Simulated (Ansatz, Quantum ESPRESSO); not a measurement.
# Ag(111), 5 layers: vacuum level and surface dipole, part 4 of 5

Wanted: work functions and the surface dipole of Ag(111), 5 layers at several levels, with their cost.

Quantum ESPRESSO 7.5; plane-wave DFT, PBE, GBRV ultrasoft pseudopotentials; geometry and cross-check by Ansatz 0.2.0 with PAW datasets.

So far. Step 8 (Self-consistent run: open boundaries by the effective …): The upper level is 4.528 eV against 4.530 eV from the periodic run.

## (9) SCF with pw.x: revPBE, GBRV ultrasoft

Next, another level on the same atoms.

Level of this step: plane-wave DFT, revPBE, GBRV ultrasoft pseudopotentials made under PBE (Quantum ESPRESSO 7.5). input_dft overrides the functional of the files.

gbrv-revpbe.in reads:

```
&control
  prefix = 'gbrv-revpbe'
  outdir = './out'
  pseudo_dir = './pseudo'
  calculation = 'scf'
  tprnfor = .true.
/
&system
  ibrav = 0
  nat = 5
  ntyp = 1
  ecutwfc = 40
  ecutrho = 200
  input_dft = 'revpbe'
  occupations = 'smearing'
  smearing = 'mv'
  degauss = 0.02
/
&electrons
  conv_thr = 1e-07
  mixing_beta = 0.4
  electron_maxstep = 120
  mixing_mode = 'local-TF'
/
ATOMIC_SPECIES
  Ag  107.8682  ag_pbe_v1.4.uspp.F.UPF
CELL_PARAMETERS angstrom
  2.89206673507891 0.00000000002887 0.00000000000000
  1.44603336751446 2.50460326203269 0.00000000000000
  0.00000000000000 0.00000000000000 25.44545040390000
ATOMIC_POSITIONS crystal
  Ag  0.666666666667 0.666666666667 0.310231324195
  Ag  -0.000000000000 0.000000000000 0.405682292935
  Ag  0.333333333333 0.333333333333 0.500000000000
  Ag  0.666666666667 0.666666666667 0.594317635494
  Ag  0.000000000000 -0.000000000000 0.689768532101
K_POINTS automatic
  12 12 1 0 0 0
```

The run is started by

```
$ OMP_NUM_THREADS=1 mpirun -n 4 pw.x -nk 4 -in gbrv-revpbe.in > gbrv-revpbe.out
```

Log:

```text
[banner, memory and clock lines left out]
Program PWSCF v.7.5 starts
[citation notice left out]

[...]
Message from routine setup:
[...]
bravais-lattice index     =            0
     lattice parameter (alat)  =       5.4652  a.u.
     unit-cell volume          =    1243.8099 (a.u.)^3
     number of atoms/cell      =            5
     number of atomic types    =            1
     number of electrons       =        95.00
     number of Kohn-Sham states=           58
     kinetic-energy cutoff     =      40.0000  Ry
     charge density cutoff     =     200.0000  Ry
     scf convergence threshold =      1.0E-07
     mixing beta               =       0.4000
     number of iterations used =            8  local-TF  mixing
     Exchange-correlation= REVPBE
                           (   1   4   4   4   0   0   0)

[...]
PseudoPot. # 1 for Ag read from file:
     ./pseudo/ag_pbe_v1.4.uspp.F.UPF
     Pseudo is Ultrasoft + core correction, Zval = 19.0
     Generated by new atomic code, or converted to UPF format
     Using radial grid of  887 points,  6 beta functions with:
                l(1) =   0
                l(2) =   0
                l(3) =   1
                l(4) =   1
                l(5) =   2
                l(6) =   2
     Q(r) pseudized with  6 coefficients,  rinner =    1.300   1.300   1.300
                                                       1.300   1.300

     atomic species   valence    mass     pseudopotential
     Ag               19.00   107.86820     Ag( 1.00)

     12 Sym. Ops., with inversion, found ( 6 have fractional translation)

[...]
number of k points=    19  Marzari-Vanderbilt smearing, width (Ry)=  0.0200
[...]
Dense  grid:    59581 G-vectors     FFT dimensions: (  27,  27, 225)

     Smooth grid:    42109 G-vectors     FFT dimensions: (  24,  24, 200)

     Initial potential from superposition of free atoms

     starting charge      92.4998, renormalised to      95.0000

     negative rho (up, down):  2.830E-03 0.000E+00
     Starting wfcs are   65 randomized atomic wfcs

     per-process dynamical memory:    67.6 Mb

     Self-consistent Calculation

     iteration #  1     ecut=    40.00 Ry     beta= 0.40
     Davidson diagonalization with overlap
     ethr =  1.00E-02,  avg # of iterations =  6.5

     negative rho (up, down):  2.495E-02 0.000E+00

     total energy              =   -1478.30948310 Ry
     estimated scf accuracy    <       7.59946321 Ry

     iteration #  2     ecut=    40.00 Ry     beta= 0.40
[...]
negative rho (up, down):  3.703E-02 0.000E+00

[...]
total energy              =   -1478.02845625 Ry
     estimated scf accuracy    <       1.68538063 Ry

     iteration #  3     ecut=    40.00 Ry     beta= 0.40
[...]
negative rho (up, down):  3.393E-02 0.000E+00

[...]
total energy              =   -1478.27757885 Ry
     estimated scf accuracy    <       0.02186311 Ry

     iteration #  4     ecut=    40.00 Ry     beta= 0.40
[...]
negative rho (up, down):  2.829E-02 0.000E+00

[...]
total energy              =   -1478.27590917 Ry
     estimated scf accuracy    <       0.01189748 Ry

     iteration #  5     ecut=    40.00 Ry     beta= 0.40
[...]
negative rho (up, down):  2.681E-02 0.000E+00

[...]
total energy              =   -1478.27626215 Ry
     estimated scf accuracy    <       0.00321552 Ry

     iteration #  6     ecut=    40.00 Ry     beta= 0.40
[...]
negative rho (up, down):  2.384E-02 0.000E+00

[...]
total energy              =   -1478.27586324 Ry
     estimated scf accuracy    <       0.00281721 Ry

[...]
iteration # 11     ecut=    40.00 Ry     beta= 0.40
[...]
negative rho (up, down):  2.162E-03 0.000E+00

[...]
total energy              =   -1478.27399031 Ry
     estimated scf accuracy    <       0.00000279 Ry

     iteration # 12     ecut=    40.00 Ry     beta= 0.40
[...]
negative rho (up, down):  2.191E-03 0.000E+00

[...]
total energy              =   -1478.27399043 Ry
     estimated scf accuracy    <       0.00000123 Ry

     iteration # 13     ecut=    40.00 Ry     beta= 0.40
[...]
negative rho (up, down):  2.210E-03 0.000E+00

[...]
total energy              =   -1478.27399049 Ry
     estimated scf accuracy    <       0.00000017 Ry

     iteration # 14     ecut=    40.00 Ry     beta= 0.40
[...]
negative rho (up, down):  2.213E-03 0.000E+00

[...]
End of self-consistent calculation

          k = 0.0000 0.0000 0.0000 (  5425 PWs)   bands (ev):

   -86.2166 -86.2162 -86.1186 -85.9994 -85.9992 -49.7189 -49.6952 -49.6411
   -49.6411 -49.6405 -49.6405 -49.5919 -49.5298 -49.5298 -49.4578 -49.4574
   -49.4300 -49.4300 -49.4298 -49.4298  -1.5798  -0.9532  -0.4613  -0.2821
    -0.2813   0.9598   0.9954   1.0589   1.0589   1.1427   1.1427   1.1834
     1.1834   1.3539   1.3539   1.3769   1.3769   1.5591   2.0544   2.0544
     2.1044   2.1044   2.3562   2.3562   2.5678   2.5678   2.7389   2.7389
     2.9833   5.0159   5.8850   8.9388   9.4651   9.9250  11.2690  11.5608
    13.7997  13.9158

          k =-0.0000 0.0962 0.0000 (  5401 PWs)   bands (ev):

   -86.2158 -86.2154 -86.1179 -85.9987 -85.9985 -49.7167 -49.6943 -49.6495
   -49.6490 -49.6432 -49.6425 -49.5911 -49.5376 -49.5318 -49.4569 -49.4566
   -49.4379 -49.4377 -49.4320 -49.4318  -1.3907  -0.7716  -0.3328  -0.1471
    -0.1220   0.8992   0.9553   1.0146   1.0935   1.1504   1.1826   1.2358
     1.2584   1.2607   1.3400   1.4394   1.4513   1.4724   1.9785   1.9824
     2.0458   2.1174   2.1999   2.3539   2.4252   2.5675   2.5683   2.7448
     3.4803   5.2998   6.2876   9.0968   9.6337  10.0529  11.4205  11.7155
    13.9648  14.0637

[...]
the Fermi energy is     5.7500 ev

!    total energy              =   -1478.27399050 Ry
     estimated scf accuracy    <       0.00000002 Ry
     smearing contrib. (-TS)   =       0.00003594 Ry
     internal energy E=F+TS    =   -1478.27402644 Ry

     The total energy is F=E-TS. E is the sum of the following terms:
     one-electron contribution =  -10636.77371201 Ry
     hartree contribution      =    5327.13696864 Ry
     xc contribution           =    -145.14404655 Ry
     ewald contribution        =    3976.50676348 Ry

     convergence has been achieved in  14 iterations

     negative rho (up, down):  2.213E-03 0.000E+00

     Forces acting on atoms (cartesian axes, Ry/au):

     atom    1 type  1   force =     0.00000000   -0.00000000   -0.00489051
     atom    2 type  1   force =     0.00000000    0.00000000   -0.00065882
     atom    3 type  1   force =     0.00000000    0.00000000    0.00000000
     atom    4 type  1   force =     0.00000000    0.00000000    0.00065882
     atom    5 type  1   force =     0.00000000   -0.00000000    0.00489051

     Total force =     0.006979     Total SCF correction =     0.000717
     SCF correction compared to forces is large: reduce conv_thr to get better values

[...]
```

Wall time 41 s (4 MPI ranks of Arm Neoverse V2, shared host); peak memory 0.51 GiB; 2.7 min of CPU time.

Numbers from this step:

* free energy: -20112.9423 eV
* Fermi energy: 5.75 eV

## (10) Potential by pp.x

gbrv-revpbe.pot.in reads:

```
&inputpp
  prefix = 'gbrv-revpbe'
  outdir = './out'
  filplot = 'gbrv-revpbe.pot.dat'
  plot_num = 11
/
```

The run is started by

```
$ OMP_NUM_THREADS=1 mpirun -n 4 pp.x -in gbrv-revpbe.pot.in > gbrv-revpbe.pot.out
```

Wall time 0.77 s (4 MPI ranks); peak memory 0.11 GiB.

This step gave:

```
work function of the upper face                                       : 4.369 eV
slope of the potential above                                          : 6.24e-4 eV/Å
upper vacuum line continued to the top atoms, over the Fermi level    : 4.366 eV
work function of the lower face                                       : 4.369 eV
slope of the potential below                                          : -3.50e-4 eV/Å
lower vacuum line continued to the bottom atoms, over the Fermi level : 4.367 eV
```

The upper face goes from 4.530 eV (PBE, GBRV) to 4.369 eV, a change of -0.161 eV.

## (11) Ground state: RPBE, GBRV ultrasoft

Level of this step: plane-wave DFT, RPBE, GBRV ultrasoft pseudopotentials made under PBE (Quantum ESPRESSO 7.5). input_dft overrides the functional of the files.

gbrv-rpbe.in, as its differences from the input of step 9:

```diff
@@ -1,3 +1,3 @@
 &control
-  prefix = 'gbrv-revpbe'
+  prefix = 'gbrv-rpbe'
   outdir = './out'
@@ -13,3 +13,3 @@
   ecutrho = 200
-  input_dft = 'revpbe'
+  input_dft = 'rpbe'
   occupations = 'smearing'
```

The run is started by

```
$ OMP_NUM_THREADS=1 mpirun -n 4 pw.x -nk 4 -in gbrv-rpbe.in > gbrv-rpbe.out
```

Log:

```text
[banner, memory and clock lines left out]
Program PWSCF v.7.5 starts
[citation notice left out]

[...]
Message from routine setup:
[...]
bravais-lattice index     =            0
     lattice parameter (alat)  =       5.4652  a.u.
     unit-cell volume          =    1243.8099 (a.u.)^3
     number of atoms/cell      =            5
     number of atomic types    =            1
     number of electrons       =        95.00
     number of Kohn-Sham states=           58
     kinetic-energy cutoff     =      40.0000  Ry
     charge density cutoff     =     200.0000  Ry
     scf convergence threshold =      1.0E-07
     mixing beta               =       0.4000
     number of iterations used =            8  local-TF  mixing
     Exchange-correlation= RPBE
                           (   1   4  44   4   0   0   0)

[...]
PseudoPot. # 1 for Ag read from file:
     ./pseudo/ag_pbe_v1.4.uspp.F.UPF
     Pseudo is Ultrasoft + core correction, Zval = 19.0
     Generated by new atomic code, or converted to UPF format
     Using radial grid of  887 points,  6 beta functions with:
                l(1) =   0
                l(2) =   0
                l(3) =   1
                l(4) =   1
                l(5) =   2
                l(6) =   2
     Q(r) pseudized with  6 coefficients,  rinner =    1.300   1.300   1.300
                                                       1.300   1.300

     atomic species   valence    mass     pseudopotential
     Ag               19.00   107.86820     Ag( 1.00)

     12 Sym. Ops., with inversion, found ( 6 have fractional translation)

[...]
number of k points=    19  Marzari-Vanderbilt smearing, width (Ry)=  0.0200
[...]
Dense  grid:    59581 G-vectors     FFT dimensions: (  27,  27, 225)

     Smooth grid:    42109 G-vectors     FFT dimensions: (  24,  24, 200)

     Initial potential from superposition of free atoms

     starting charge      92.4998, renormalised to      95.0000

     negative rho (up, down):  2.830E-03 0.000E+00
     Starting wfcs are   65 randomized atomic wfcs

     per-process dynamical memory:    67.6 Mb

     Self-consistent Calculation

     iteration #  1     ecut=    40.00 Ry     beta= 0.40
     Davidson diagonalization with overlap
     ethr =  1.00E-02,  avg # of iterations =  6.3

     negative rho (up, down):  2.652E-02 0.000E+00

     total energy              =   -1478.40447378 Ry
     estimated scf accuracy    <       7.18491341 Ry

     iteration #  2     ecut=    40.00 Ry     beta= 0.40
[...]
negative rho (up, down):  4.226E-02 0.000E+00

[...]
total energy              =   -1478.12725363 Ry
     estimated scf accuracy    <       1.59280035 Ry

     iteration #  3     ecut=    40.00 Ry     beta= 0.40
[...]
negative rho (up, down):  4.077E-02 0.000E+00

[...]
total energy              =   -1478.36683385 Ry
     estimated scf accuracy    <       0.02509169 Ry

     iteration #  4     ecut=    40.00 Ry     beta= 0.40
[...]
negative rho (up, down):  3.554E-02 0.000E+00

[...]
total energy              =   -1478.36457713 Ry
     estimated scf accuracy    <       0.01527331 Ry

     iteration #  5     ecut=    40.00 Ry     beta= 0.40
[...]
negative rho (up, down):  3.328E-02 0.000E+00

[...]
total energy              =   -1478.36480232 Ry
     estimated scf accuracy    <       0.00457319 Ry

     iteration #  6     ecut=    40.00 Ry     beta= 0.40
[...]
negative rho (up, down):  2.945E-02 0.000E+00

[...]
total energy              =   -1478.36413870 Ry
     estimated scf accuracy    <       0.00397266 Ry

[...]
iteration # 11     ecut=    40.00 Ry     beta= 0.40
[...]
negative rho (up, down):  2.163E-03 0.000E+00

[...]
total energy              =   -1478.36138467 Ry
     estimated scf accuracy    <       0.00000299 Ry

     iteration # 12     ecut=    40.00 Ry     beta= 0.40
[...]
negative rho (up, down):  2.215E-03 0.000E+00

[...]
total energy              =   -1478.36138531 Ry
     estimated scf accuracy    <       0.00000081 Ry

     iteration # 13     ecut=    40.00 Ry     beta= 0.40
[...]
negative rho (up, down):  2.226E-03 0.000E+00

[...]
total energy              =   -1478.36138536 Ry
     estimated scf accuracy    <       0.00000013 Ry

     iteration # 14     ecut=    40.00 Ry     beta= 0.40
[...]
negative rho (up, down):  2.227E-03 0.000E+00

[...]
End of self-consistent calculation

          k = 0.0000 0.0000 0.0000 (  5425 PWs)   bands (ev):

   -86.1897 -86.1893 -86.0910 -85.9729 -85.9727 -49.6949 -49.6713 -49.6173
   -49.6173 -49.6167 -49.6167 -49.5674 -49.5053 -49.5053 -49.4345 -49.4342
   -49.4066 -49.4066 -49.4064 -49.4064  -1.5337  -0.9082  -0.4249  -0.2450
    -0.2426   0.9901   1.0260   1.0885   1.0885   1.1721   1.1721   1.2134
     1.2134   1.3826   1.3826   1.4058   1.4058   1.5942   2.0822   2.0822
     2.1316   2.1316   2.3828   2.3828   2.5935   2.5935   2.7651   2.7651
     3.0225   5.0540   5.9223   9.1368   9.6466  10.0278  11.4051  11.6728
    13.9083  14.0419

          k =-0.0000 0.0962 0.0000 (  5401 PWs)   bands (ev):

   -86.1889 -86.1885 -86.0902 -85.9722 -85.9720 -49.6927 -49.6704 -49.6257
   -49.6252 -49.6194 -49.6188 -49.5667 -49.5130 -49.5073 -49.4337 -49.4333
   -49.4145 -49.4143 -49.4086 -49.4084  -1.3446  -0.7267  -0.2970  -0.1112
    -0.0828   0.9296   0.9859   1.0445   1.1233   1.1799   1.2126   1.2651
     1.2882   1.2905   1.3691   1.4680   1.4828   1.5012   2.0066   2.0102
     2.0762   2.1446   2.2277   2.3805   2.4521   2.5933   2.5969   2.7710
     3.5162   5.3372   6.3238   9.2913   9.8147  10.1566  11.5596  11.8271
    14.0731  14.1911

[...]
the Fermi energy is     5.7893 ev

!    total energy              =   -1478.36138535 Ry
     estimated scf accuracy    <       0.00000004 Ry
     smearing contrib. (-TS)   =       0.00004170 Ry
     internal energy E=F+TS    =   -1478.36142705 Ry

     The total energy is F=E-TS. E is the sum of the following terms:
     one-electron contribution =  -10636.96547507 Ry
     hartree contribution      =    5327.36270522 Ry
     xc contribution           =    -145.26542068 Ry
     ewald contribution        =    3976.50676348 Ry

     convergence has been achieved in  14 iterations

     negative rho (up, down):  2.227E-03 0.000E+00

     Forces acting on atoms (cartesian axes, Ry/au):

     atom    1 type  1   force =     0.00000000    0.00000000   -0.00680782
     atom    2 type  1   force =     0.00000000    0.00000000   -0.00058679
     atom    3 type  1   force =     0.00000000    0.00000000    0.00000000
     atom    4 type  1   force =     0.00000000    0.00000000    0.00058679
     atom    5 type  1   force =     0.00000000    0.00000000    0.00680782

     Total force =     0.009663     Total SCF correction =     0.000610

[...]
```

Wall time 42 s (4 MPI ranks); peak memory 0.51 GiB; 2.8 min of CPU time.

This step gave:

- free energy: -20114.1313 eV
- Fermi energy: 5.789 eV

## (12) Electrostatic potential

gbrv-rpbe.pot.in reads:

```
&inputpp
  prefix = 'gbrv-rpbe'
  outdir = './out'
  filplot = 'gbrv-rpbe.pot.dat'
  plot_num = 11
/
```

The run is started by

```
$ OMP_NUM_THREADS=1 mpirun -n 4 pp.x -in gbrv-rpbe.pot.in > gbrv-rpbe.pot.out
```

Wall time 0.77 s (4 MPI ranks); peak memory 0.11 GiB.

Read from the output:

```
work function of the upper face                                       : 4.331 eV
slope of the potential above                                          : 5.69e-4 eV/Å
upper vacuum line continued to the top atoms, over the Fermi level    : 4.328 eV
work function of the lower face                                       : 4.332 eV
slope of the potential below                                          : -3.08e-4 eV/Å
lower vacuum line continued to the bottom atoms, over the Fermi level : 4.330 eV
```

The upper face goes from 4.530 eV (PBE, GBRV) to 4.331 eV, a change of -0.198 eV.

[end of part 4 of 5]

[Logs are printed without paths, hosts, clocks, repeated set-up lines and the standing remarks that a program may print on its own settings, such as how far it seeks lower states.]

[Hosts, paths, dates, database ids (printed as entryN), source tags and the programs' standing remarks are cut or masked in the printed files.]

[Maps of the electrostatic potential energy from Ansatz leave out the sawtooth potential of an applied field or a dipole correction, so their vacuum need not be flat; planar profiles and work functions include it.]
